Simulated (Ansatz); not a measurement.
**linear Ba chain under tension and compression**

Wanted: energy, moment and open channels of the linear Ba chain from 12 % compression to 30 % stretch.

Main program and level: Ansatz 0.2.0; DFT PBE, plane waves, PAW; relaxation of a chain's period, in the first sound run; inputs show where later runs differ.

## (1) Starting point

The cell holds 1 atom: 1 Ba. Cell: a = 12.000 Å, b = 12.000 Å, c = 3.999 Å, α = 90.0°, β = 90.0°, γ = 90.0°. Vacuum lies along a and b. The structure's axis is c.

## (2) The relaxed wire

Band widths follow the bond lengths, so the chain is relaxed first. The atoms and the third cell vector are free; the box across stays fixed as vacuum. Moments are seeded so that a magnetic state can form if it lies lower. A Fermi-Dirac smearing is set since the result may be a metal. The pressure printed is a third of the stress's trace over the whole box, vacuum included; only the stress along the axis is relaxed.

input.yaml

```yaml
crystal:
  lattice:
    - [12.0, 0.0, 0.0]
    - [0.0, 12.0, 0.0]
    - [0.0, 0.0, 3.999]
  atoms:
    - { symbol: Ba, position: [0.5, 0.5, 0.0], spin: 0.5 }
magnetization:
  spin_polarized: true
kpoints:
  mp_grid: { grid: [1, 1, 21] }
scf:
  occupations: { method: fermi_dirac, width: 0.05 }
hamiltonian:
  xc: pbe
relax:
  cell: { fix: [a, b, alpha, beta, gamma] }
  max_steps: 60
```

Command:

```console
> ansatz run input.yaml --threads 4 --pin off --max-ram 16384MiB --backend cpu --events-out ev --progress --plain --runs-dir out
```

Numbers of over 12 decimals in the logs are rounded to 6 here.

The log of the run:

```text
Engine: ansatz 0.2.0, x86_64-unknown-linux-gnu
Pseudopotentials: kind: paw
Pseudopotential: Ba, paw, valence charge 10, recommended cutoff 420 eV (normal), Ba.paw.azcp
Functional definition: PBE
  parameter kappa = 0.804
  parameter beta = 0.066725
  exchange = pbe_x(kappa = kappa, mu = beta*pi^2/3)
  correlation = pbe_c(beta = beta)
Crystal: 1 atoms, lattice volume = 575.856 Å³
Basis set: ecut = 420 eV, 11237 PW (Γ), exchange–correlation on 162×162×54 points (8 copies of the dense FFT grid, shifted against one another)
Bands: 10, of which v1, the nominal top of the filled ones, is band 5 counted from 1 (4 counted from 0)
Symmetry: 16 space group operations
Space group: P4/mmm (ITA 123), of the structure as read, at distance tolerance 8.3e-5 Å
Magnetic group: BNS 123.339 (UNI 999), of the structure as read, at distance tolerance 8.3e-5 Å
k-points: 11 of 21
Non-local potential: Ba, projectors of the file, l = 0: 3, l = 1: 2, l = 2: 2, l = 3: 2
PAW form: soft (Blöchl's): semilocal exchange-correlation on the pseudo side does not see the compensation charge
PAW one-centre angular grid: Ba, 194 points (default); XC on 64 Gauss nodes
Initial density: superposition of atomic densities (neutral atoms: chi_scale 0, normalization atom)
Starting moments: Σ|m| = 0.5 μB on 1 of 1 site
Initial wavefunctions: pseudopotential atomic-orbital guess
Functional: x = pbe(κ = 0.804, μ = 0.219515), c = pbe(β = 0.066725)
SCF iter   1: F=—  HF=-5948.264687 eV  |F-HF|=—  |Δ(HF+E_count)|=         —  Δρ=4.07e-3 (↑3.90e-3 ↓4.07e-3)  dr2=1.15e0  dr2_m=2.63e-2  M=0.317 μB ∫|m|=0.317 μB  β_m=0.30  ethr=3.10e-3  ⟨swp⟩=10.3  Hψ=2274  notcnv=0
preconditioner: auto → LDOS  [metal: Δε(μ)=0.051 eV  Ē_g=1.634 eV  σ=0.050 eV  W_gap=0.24  n_scr=20 (ndim 8)  ℏωp=2.2 eV  f_vac=0.648  D(μ)=4.32/eV (n_scr^D=12)]
spin=Collinear: LDOS preconditioning applied to the charge; magnetization (m = ρ↑ − ρ↓) channel mixes plain (no charge-response kernel on spin).
SCF iter   2: F=—  HF=-5948.174930 eV  |F-HF|=—  |Δ(HF+E_count)|=   8.98e-2  Δρ=3.04e-3 (↑3.04e-3 ↓3.02e-3)  dr2=7.32e-1  dr2_m=1.32e-2  M=0.352 μB ∫|m|=0.352 μB  β_m=0.30  ethr=3.10e-3  ⟨swp⟩=1.4  Hψ=406  notcnv=0
SCF iter   3: F=—  HF=-5948.023292 eV  |F-HF|=—  |Δ(HF+E_count)|=   1.52e-1  Δρ=1.52e-3 (↑1.52e-3 ↓1.47e-3)  dr2=2.63e-2  dr2_m=7.05e-3  M=0.426 μB ∫|m|=0.426 μB  β_m=0.30  ethr=3.10e-3  ⟨swp⟩=3.9  Hψ=474  notcnv=0
SCF iter   4: F=—  HF=-5948.036378 eV  |F-HF|=—  |Δ(HF+E_count)|=   1.31e-2  Δρ=1.13e-3 (↑1.13e-3 ↓9.59e-4)  dr2=1.51e-2  dr2_m=3.90e-3  M=0.489 μB ∫|m|=0.489 μB  β_m=1.00  ethr=2.63e-4  ⟨swp⟩=2.5  Hψ=385  notcnv=0
SCF iter   5: F=—  HF=-5948.062543 eV  |F-HF|=—  |Δ(HF+E_count)|=   2.62e-2  Δρ=6.46e-4 (↑6.46e-4 ↓5.56e-4)  dr2=1.51e-3  dr2_m=1.62e-3  M=0.682 μB ∫|m|=0.683 μB  β_m=1.00  ethr=1.51e-4  ⟨swp⟩=3.1  Hψ=439  notcnv=0
SCF iter   6: F=—  HF=-5948.077636 eV  |F-HF|=—  |Δ(HF+E_count)|=   1.51e-2  Δρ=3.33e-4 (↑3.33e-4 ↓3.27e-4)  dr2=4.02e-4  dr2_m=5.00e-4  M=0.785 μB ∫|m|=0.788 μB  β_m=1.00  ethr=1.51e-5  ⟨swp⟩=2.1  Hψ=433  notcnv=0
SCF iter   7: F=—  HF=-5948.082029 eV  |F-HF|=—  |Δ(HF+E_count)|=   4.39e-3  Δρ=1.45e-4 (↑1.45e-4 ↓1.36e-4)  dr2=9.69e-5  dr2_m=8.27e-5  M=0.830 μB ∫|m|=0.834 μB  β_m=1.00  ethr=4.02e-6  ⟨swp⟩=2.7  Hψ=432  notcnv=0
SCF iter   8: F=—  HF=-5948.082870 eV  |F-HF|=—  |Δ(HF+E_count)|=   8.41e-4  Δρ=7.16e-5 (↑3.88e-5 ↓7.16e-5)  dr2=9.64e-5  dr2_m=1.20e-5  M=0.849 μB ∫|m|=0.853 μB  β_m=0.30  ethr=9.69e-7  ⟨swp⟩=2.4  Hψ=377  notcnv=0
Mixer restart at iter 8: flushing history
spin-set hold released at iteration 8 (site moments contracting): the magnetisation degrees of freedom join the quasi-Newton model from the next iteration; the mixer history was flushed
SCF iter   9: F=—  HF=-5948.082961 eV  |F-HF|=—  |Δ(HF+E_count)|=   9.12e-5  Δρ=5.92e-5 (↑3.26e-5 ↓5.92e-5)  dr2=5.85e-5  dr2_m=8.69e-6  M=0.852 μB ∫|m|=0.855 μB  β_m=0.65  ethr=9.64e-7  ⟨swp⟩=1.3  Hψ=227  notcnv=0
SCF iter  10: F=—  HF=-5948.083095 eV  |F-HF|=—  |Δ(HF+E_count)|=   1.34e-4  Δρ=1.51e-5 (↑1.34e-5 ↓1.51e-5)  dr2=6.63e-7  dr2_m=9.86e-7  M=0.862 μB ∫|m|=0.866 μB  β_m=0.82  ethr=5.85e-7  ⟨swp⟩=3.0  Hψ=329  notcnv=0
SCF iter  11: F=—  HF=-5948.083106 eV  |F-HF|=—  |Δ(HF+E_count)|=   1.12e-5  Δρ=4.56e-6 (↑4.56e-6 ↓4.26e-6)  dr2=5.11e-8  dr2_m=9.44e-8  M=0.865 μB ∫|m|=0.869 μB  β_m=0.91  ethr=1.00e-9  ⟨swp⟩=3.1  Hψ=873  notcnv=0
SCF iter  12: F=—  HF=-5948.083107 eV  |F-HF|=—  |Δ(HF+E_count)|=   1.00e-6  Δρ=1.73e-6 (↑1.73e-6 ↓1.37e-6)  dr2=3.29e-8  dr2_m=1.00e-8  M=0.866 μB ∫|m|=0.869 μB  β_m=0.96  ethr=5.11e-10  ⟨swp⟩=4.8  Hψ=657  notcnv=0
SCF iter  13: F=—  HF=-5948.083107 eV  |F-HF|=—  |Δ(HF+E_count)|=   1.16e-7  Δρ=4.31e-7 (↑3.89e-7 ↓4.31e-7)  dr2=2.01e-9  dr2_m=6.12e-10  M=0.866 μB ∫|m|=0.870 μB  β_m=0.91  ethr=3.29e-10  ⟨swp⟩=4.0  Hψ=585  notcnv=0
SCF iter  14: F=-5948.083107 eV  HF=-5948.083107 eV  |F-HF|=5.40e-10  |Δ(HF+E_count)|=   6.50e-9  Δρ=1.42e-7 (↑8.66e-8 ↓1.42e-7)  dr2=1.61e-10  dr2_m=5.66e-11  M=0.866 μB ∫|m|=0.870 μB  ethr=2.01e-11  ⟨swp⟩=3.3  Hψ=541  notcnv=0
SCF 1 converged in 14 iterations: F = -5948.083107 eV  dr2 = 1.61e-10
  greatest PAW one-centre occupation: 0.959 electrons in one spin orbital (limit 2), on the Ba atom at site 0 (counted from 0), in its partial waves of l = 0
relax step   1: F+E_penalty+E_count = -5948.08310683 eV  Δ(F+E_penalty+E_count) = +0.000e0 eV  max|allowed force component| = 0.000e0 eV/Å  Δτ_max = 0.0000 Å  P = +0.019 GPa  Ω = 575.856 Å³  fix = [a, b, alpha, beta, gamma]  reactions: a -0.009, b -0.009 GPa  (14 SCF iters, dr2 threshold 1.00e-7 eV, accepted)
Crystal: 1 atoms, lattice volume = 577.079 Å³
Initial density: handed on by an earlier stage of this run
Starting moments: Σ|m| = 0.5 μB on 1 of 1 site; this step starts from the density that it was given
Initial wavefunctions: those handed on with the density
iter 1 solved again at ethr=1.74e-7 eV; its pass at ethr=3.10e-3 eV (dr2=1.74e-5 eV) is discarded
SCF iter   1: F=—  HF=-5948.083598 eV  |F-HF|=—  |Δ(HF+E_count)|=         —  Δρ=2.71e-5 (↑2.71e-5 ↓1.31e-5)  dr2=2.45e-5  dr2_m=1.08e-6  M=0.862 μB ∫|m|=0.865 μB  β_m=0.30  ethr=1.74e-7  ⟨swp⟩=3.5  Hψ=2275  notcnv=0
preconditioner: auto → LDOS  [metal: Δε(μ)=0.059 eV  Ē_g=1.603 eV  σ=0.050 eV  W_gap=0.27  n_scr=20 (ndim 8)  ℏωp=2.2 eV  f_vac=0.684  D(μ)=1.98/eV (n_scr^D=8)]
spin=Collinear: LDOS preconditioning applied to the charge; magnetization (m = ρ↑ − ρ↓) channel mixes plain (no charge-response kernel on spin).
[...]
SCF iter   4: F=—  HF=-5948.086776 eV  |F-HF|=—  |Δ(HF+E_count)|=   5.69e-5  Δρ=8.28e-6 (↑5.74e-6 ↓8.28e-6)  dr2=1.74e-6  dr2_m=1.81e-7  M=0.782 μB ∫|m|=0.788 μB  β_m=0.90  ethr=2.86e-7  ⟨swp⟩=2.6  Hψ=357  notcnv=0
SCF iter   5: F=—  HF=-5948.086829 eV  |F-HF|=—  |Δ(HF+E_count)|=   5.29e-5  Δρ=2.90e-6 (↑2.62e-6 ↓2.90e-6)  dr2=1.63e-7  dr2_m=2.80e-8  M=0.782 μB ∫|m|=0.787 μB  β_m=0.95  ethr=1.74e-8  ⟨swp⟩=2.9  Hψ=346  notcnv=0
iter 6 did not close the SCF: its close was put off for a magnetic moment that had not settled (scf_convergence_deferred on its scf_iter line)
SCF iter   6: F=-5948.086830 eV  HF=-5948.086830 eV  |F-HF|=3.22e-8  |Δ(HF+E_count)|=   5.17e-7  Δρ=1.09e-6 (↑7.72e-7 ↓1.09e-6)  dr2=1.05e-8  dr2_m=4.14e-9  M=0.782 μB ∫|m|=0.787 μB  β_m=0.97  ethr=1.19e-10  ⟨swp⟩=3.7  Hψ=872  notcnv=0
iter 7 did not close the SCF: its close was put off for a magnetic moment that had not settled (scf_convergence_deferred on its scf_iter line)
SCF iter   7: F=-5948.086830 eV  HF=-5948.086830 eV  |F-HF|=4.08e-9  |Δ(HF+E_count)|=   6.40e-8  Δρ=4.02e-7 (↑4.02e-7 ↓3.03e-7)  dr2=7.92e-10  dr2_m=5.90e-10  M=0.782 μB ∫|m|=0.787 μB  β_m=0.99  ethr=1.05e-10  ⟨swp⟩=2.6  Hψ=823  notcnv=0
iter 8 did not close the SCF: its close was put off for a magnetic moment that had not settled (scf_convergence_deferred on its scf_iter line)
SCF iter   8: F=-5948.086830 eV  HF=-5948.086830 eV  |F-HF|=5.80e-10  |Δ(HF+E_count)|=   8.22e-9  Δρ=1.75e-7 (↑1.26e-7 ↓1.75e-7)  dr2=2.09e-10  dr2_m=1.10e-10  M=0.782 μB ∫|m|=0.787 μB  β_m=0.99  ethr=7.92e-12  ⟨swp⟩=2.0  Hψ=763  notcnv=0
SCF iter   9: F=-5948.086830 eV  HF=-5948.086830 eV  |F-HF|=2.46e-11  |Δ(HF+E_count)|=   1.63e-9  Δρ=4.41e-8 (↑3.73e-8 ↓4.41e-8)  dr2=8.01e-12  dr2_m=8.28e-12  M=0.782 μB ∫|m|=0.787 μB  ethr=2.09e-12  ⟨swp⟩=1.4  Hψ=697  notcnv=0
SCF 3 converged in 9 iterations: F = -5948.086830 eV  dr2 = 8.01e-12
relax step   3: F+E_penalty+E_count = -5948.08682964 eV  Δ(F+E_penalty+E_count) = -3.175e-3 eV  max|allowed force component| = 0.000e0 eV/Å  Δτ_max = 0.0000 Å  P = -0.008 GPa  Ω = 592.272 Å³  energy of the carried Pulay correction = -1.042e-5 eV  fix = [a, b, alpha, beta, gamma]  reactions: a -0.009, b -0.009 GPa  (9 SCF iters, dr2 threshold 1.19e-8 eV, accepted)
Basis set: ecut = 420 eV, 11557 PW (Γ), exchange–correlation on 162×162×60 points (8 copies of the dense FFT grid, shifted against one another)
Initial wavefunctions: pseudopotential atomic-orbital guess (no wavefunctions were taken with the density)
iter 1 solved again at ethr=1.16e-5 eV; its pass at ethr=3.10e-3 eV (dr2=1.16e-3 eV) is discarded
SCF iter   1: F=—  HF=-5948.086779 eV  |F-HF|=—  |Δ(HF+E_count)|=         —  Δρ=2.03e-6 (↑1.36e-6 ↓2.03e-6)  dr2=3.19e-8  dr2_m=4.06e-9  M=0.782 μB ∫|m|=0.787 μB  β_m=0.30  ethr=1.16e-5  ⟨swp⟩=2.4  Hψ=2788  notcnv=0
eigensolver tolerance schedule: the retry pair's looser diagonalisation over-reported the residual by 36327.53 of it (diagonalisation noise at an unbounded share of the residual, at the tolerance the schedule requests for it); recorded, not acted on — ethr = c·dr2/N_el stays at c = 1.0e-1
preconditioner: auto → Resta (q_TF=auto, 1.382 Å⁻¹)  ε∞=3.0  [insulator: Δε(μ)=0.147 eV  Ē_g=1.538 eV  σ=0.050 eV  W_gap=0.50  n_scr=20 (ndim 8)  ℏωp=2.2 eV  f_vac=0.682  D(μ)=1.87/eV (n_scr^D=8)  ε∞_Penn≈3.0  vacuum switching on, ρ_ref=1.7e-4 e/Å³]
spin=Collinear: Resta preconditioning applied to the charge; magnetization (m = ρ↑ − ρ↓) channel mixes plain (no charge-response kernel on spin).
SCF iter   2: F=—  HF=-5948.086839 eV  |F-HF|=—  |Δ(HF+E_count)|=   5.99e-5  Δρ=7.81e-7 (↑7.69e-7 ↓7.81e-7)  dr2=4.40e-9  dr2_m=3.28e-10  M=0.782 μB ∫|m|=0.788 μB  β_m=0.27  ethr=3.19e-10  ⟨swp⟩=4.0  Hψ=529  notcnv=0
SCF iter   3: F=—  HF=-5948.086840 eV  |F-HF|=—  |Δ(HF+E_count)|=   1.38e-6  Δρ=6.16e-7 (↑6.14e-7 ↓6.16e-7)  dr2=2.41e-9  dr2_m=2.11e-10  M=0.782 μB ∫|m|=0.788 μB  β_m=0.63  ethr=4.40e-11  ⟨swp⟩=2.5  Hψ=275  notcnv=0
SCF iter   4: F=—  HF=-5948.086841 eV  |F-HF|=—  |Δ(HF+E_count)|=   1.30e-6  Δρ=7.32e-8 (↑6.09e-8 ↓7.32e-8)  dr2=1.31e-10  dr2_m=1.76e-12  M=0.782 μB ∫|m|=0.788 μB  β_m=0.82  ethr=2.41e-11  ⟨swp⟩=3.0  Hψ=379  notcnv=0
SCF iter   5: F=—  HF=-5948.086841 eV  |F-HF|=—  |Δ(HF+E_count)|=   1.39e-8  Δρ=4.68e-8 (↑2.77e-8 ↓4.68e-8)  dr2=2.60e-11  dr2_m=2.57e-12  M=0.782 μB ∫|m|=0.788 μB  β_m=0.78  ethr=1.31e-12  ⟨swp⟩=4.1  Hψ=375  notcnv=0
SCF iter   6: F=—  HF=-5948.086841 eV  |F-HF|=—  |Δ(HF+E_count)|=  8.21e-10  Δρ=3.86e-8 (↑1.91e-8 ↓3.86e-8)  dr2=1.52e-11  dr2_m=1.80e-12  M=0.782 μB ∫|m|=0.788 μB  β_m=0.89  ethr=1.00e-12  ⟨swp⟩=5.9  Hψ=775  notcnv=0
SCF iter   7: F=-5948.086841 eV  HF=-5948.086841 eV  |F-HF|=3.09e-11  |Δ(HF+E_count)|=  4.25e-10  Δρ=2.41e-8 (↑1.16e-8 ↓2.41e-8)  dr2=5.52e-12  dr2_m=8.00e-13  M=0.782 μB ∫|m|=0.788 μB  ethr=1.00e-12  ⟨swp⟩=5.7  Hψ=744  notcnv=0
SCF 4 converged in 7 iterations: F = -5948.086841 eV  dr2 = 5.52e-12
relax step   4: F+E_penalty+E_count = -5948.08684139 eV  Δ(F+E_penalty+E_count) = -1.175e-5 eV  max|allowed force component| = 0.000e0 eV/Å  Δτ_max = 0.0000 Å  P = -0.008 GPa  Ω = 592.272 Å³  fix = [a, b, alpha, beta, gamma]  reactions: a -0.009, b -0.009 GPa  stress off target by 5.18e-3 GPa on what of the cell is left free  SCF on the basis re-selected at this cell (its energy is not comparable with the rows above)  (7 SCF iters)
basis re-selected at this cell: Δ(F+E_penalty+E_count) = -1.175e-5 eV, ΔP = +0.000 GPa vs the last step (what re-selecting the basis moved, of the pressure what is left beyond the Pulay correction that the steps carried, after the strain that the cell walked since its last selection, with what the two solves' SCF thresholds leave and, on support functions, any second-order correction that the steps lacked; it is no measure of the basis error at this ecutwfc). The dense FFT grid was sized anew with the basis: this SCF ran on 81×81×30 points, the steps before it on 81×81×27, so part of this shift can come from that change (see relax.cell in the input reference). [rest of the remark cut]
SCF converged after 7 iterations
Magnetization: 0.7822 μB (5.3911 up, 4.6089 down)
Absolute magnetization: 0.7891 μB (∫|ρ↑−ρ↓|, with the PAW one-centre terms)
Spin contamination: 0.0057 ħ² per cell (⟨S²⟩ above its minimum at these occupations)
Per-site moments (μB) at R_I (Å): [(0.345628, 1.696612)]
Free energy (F): -5948.086841 eV
Harris-Foulkes:  -5948.086841 eV  (|F-HF|=3.09e-11)
Internal energy: -5948.070488 eV  (E = F + TS)
E sigma→0 (E₀):  -5948.078665 eV
Entropy (-TS):   -0.016354 eV (-16.354 meV/atom)
Fermi energy:    -1.300906 eV
--- Per-component energies (eV) ---
  E_band       = -165.283108
  E_kinetic    = 165.377979
  E_local      = -1089.937001  (includes V_loc(G=0)·N_el)
  E_nonlocal   = 57.166255
  E_hartree    = 434.745107
  E_xc         = -165.058938
  E_vxc        = -131.615478  (∫ρ·V_xc dr)
  E_paw        = -5225.829391  (= ΣΔE_a)
  E_vpaw       = -35.765105  (= ΣTr[D̂ρ^β])
  E_aug_tail   = -0.000002  (compensation charges beyond the density's cutoff)
  E_ewald      = -124.534497
  E_smearing   = -0.016354  (= −TS)
  E_closure    = 0.000000  (closes the sum)
  Σ components = -5948.086841   (vs F -5948.086841, Δ=0.00e0)
--- Forces (eV/Å), atoms counted from 1 ---
  atom   1  Ba     0.00000000    -0.00000000     0.00000000
  max |Σ_I F_I| component: 2.52e-29 eV/Å
--- Stress (GPa, compression-positive) ---
       -0.008698       0.000000       0.000000
        0.000000      -0.008698       0.000000
        0.000000       0.000000      -0.005175
  P = ⅓ Tr σ = -0.0075 GPa (-0.075 kbar)
--- Relaxed structure (3 steps of the walk, 3 accepted, 1 SCFs on fresh bases) ---
  F+E_penalty+E_count = -5948.08684139 eV   max|allowed force component| = 0.000e0 eV/Å   (the final SCF, on the basis selected at the relaxed cell)
  cell:  # Å, volume = 592.2720 Å³
    - [12.0, 0.0, 0.0]
    - [0.0, 12.0, 0.0]
    - [0.0, 0.0, 4.113000]
  atoms:
    - { symbol: Ba, position: [0.5, 0.5, 0.0] }
```

The job ended after 8.8 s (4 threads of Intel Xeon Platinum 8488C (Sapphire Rapids), shared host; peak memory 0.8 GiB).

Relaxation path:

| step | energy less that of the first step (eV) | largest force component (eV/Å) | pressure (GPa) | volume (Å³) |
| --- | --- | --- | --- | --- |
| 1 | 0.0000 | 0.0000 | 0.02 | 575.86 |
| 2 | -0.0005 | 0.0000 | 0.02 | 577.08 |
| 3 | -0.0037 | 0.0000 | -0.01 | 592.27 |
| 4* | -0.0037 | 0.0000 | -0.01 | 592.27 |

Relaxation steps marked * repeat the geometry before them on a plane-wave basis chosen anew for their cell, so energy and pressure can jump there.

| cell as run | before | after | change |
| --- | --- | --- | --- |
| c (Å) | 3.999 | 4.113 | +2.9 % |

Final coordinates:

```xyz
1
Lattice="12.0000 0.0000 0.0000 0.0000 12.0000 0.0000 0.0000 0.0000 4.1130" Properties=species:S:1:pos:R:3
Ba    6.0000    6.0000    0.0000
```

Numbers from this step:

```yaml
energy_at_zero_smearing: -5948.0787 eV
total_moment: 0.7822 μB
absolute_moment: 0.7891 μB
cell_length_along_the_wire: 4.113 Å
```

Site moment by atom:

| atom | site moment (μB) |
| --- | --- |
| Ba1 | 0.346 |

The cell's length comes to 4.113 Å with an absolute moment of 0.79 μB a cell.

(Continued in part 2 of 3.)

[Logs are printed without paths, hosts, clocks, repeated set-up lines and the standing remarks that a program may print on its own settings, such as how far it seeks lower states.]

[Hosts, paths, dates, database ids (printed as entryN), source tags and the programs' standing remarks are cut or masked in the printed files.]
